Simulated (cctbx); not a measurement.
## Interatomic vectors of Ba5Sn2Sb6

Space group Pbam (no. 55), a = 13.4090 Å, b = 15.8590 Å, c = 4.8340 Å, α = 90.00°, β = 90.00°, γ = 90.00°, content Ba10 Sb12 Sn4.

Simulated single-crystal data (cctbx): Cu Kα, λ = 1.54184 Å, to d = 0.83 Å, 70 % of the full sphere, strongest reflection 20000 counts, noise from counting, a 2 % proportional error and a noise floor of 2 counts (s.d.); no absorption.

Patterson synthesis, origin scaled to 1000:

```text
Patterson group P m m m
      u       v       w   height  length (A)
  0.000   0.000   0.000   1000.0     0.00
  0.168   0.500   0.000    555.4     8.24
  0.500   0.309   0.000    226.6     8.31
  0.000   0.413   0.500    208.9     6.99
  0.321   0.193   0.000    208.1     5.28
  0.167   0.091   0.500    197.8     3.60
  0.331   0.398   0.500    188.2     8.09
  0.344   0.000   0.000    184.9     4.61
  0.500   0.102   0.500    182.0     7.31
  0.500   0.500   0.000    169.1    10.38
  0.088   0.257   0.000    151.0     4.25
  0.071   0.155   0.500    142.6     3.58
  0.249   0.233   0.000    139.4     4.98
  0.251   0.067   0.000    135.4     3.53
```

Q: Assign the vectors.

A peak at u stands for all pairs with xi − xj = u, with weight Σ ZiZj against Σ Z² = 72572 at the origin. Peak heights follow these weights only roughly, since form factors, motion and series ripples differ, all vectors within 0.55 Å of a peak are counted as merged into it though the farther ones add only part of their weight, and F(000) is left out, which lowers the whole map:

| u | v | w | shortest length (Å) | height | 1000 ΣZiZj/ΣZ² | pairs in the cell |
| --- | --- | --- | --- | --- | --- | --- |
| 0.168 | 0.500 | 0.000 | 8.24 | 555 | 701 | 8 × Ba–Ba, 8 × Sb–Sb, 2 × Sn–Sn |
| 0.500 | 0.309 | 0.000 | 8.30 | 227 | 284 | 4 × Sb–Sb, 4 × Sb–Sn |
| 0.000 | 0.413 | 0.500 | 6.98 | 209 | 315 | 8 × Ba–Sb |
| 0.321 | 0.193 | 0.000 | 5.28 | 208 | 248 | 4 × Sb–Sn, 3 × Sb–Sb |
| 0.167 | 0.091 | 0.500 | 3.60 | 198 | 315 | 8 × Ba–Sb |
| 0.331 | 0.398 | 0.500 | 8.09 | 188 | 315 | 8 × Ba–Sb |
| 0.344 | 0.000 | 0.000 | 4.61 | 185 | 316 | 4 × Ba–Ba, 4 × Sb–Sb |
| 0.500 | 0.102 | 0.500 | 7.31 | 182 | 315 | 8 × Ba–Sb |
| 0.500 | 0.500 | 0.000 | 10.38 | 169 | 230 | 4 × Sb–Sb, 2 × Ba–Ba |
| 0.088 | 0.257 | 0.000 | 4.24 | 151 | 173 | 4 × Ba–Ba |

The table stops at ten peaks or at a height of 45, below which ripples compete. In the model behind the data Ba, the heaviest element, has 3 independent sites: (0.9169, 0.2458, 1/2), (0, 1/2, 1/2) and (0.8244, 0.9825, 1/2), up to an allowed shift of origin; the Ba–Ba vectors are differences of these positions and their symmetry mates. Elements of similar Z can't be told apart from the map alone. The whole model:

```csv
atom,mult.,x,y,z,Ueq (Å²)
Ba1,4,0.9169,0.2458,1/2,0.0100
Ba2,2,0,1/2,1/2,0.0081
Ba3,4,0.8244,0.9825,1/2,0.0101
Sb1,4,0.3453,0.0971,0,0.0083
Sb2,4,0.9870,0.0916,0,0.0111
Sb3,4,0.6624,0.1828,1/2,0.0081
Sn1,4,0.1724,0.2109,0,0.0094
```

The model is made up (kin elements in a known structure type, no relaxation), so it says nothing on whether the phase exists.

[Logs are printed without paths, hosts, clocks, repeated set-up lines and the standing remarks that a program may print on its own settings, such as how far it seeks lower states.]
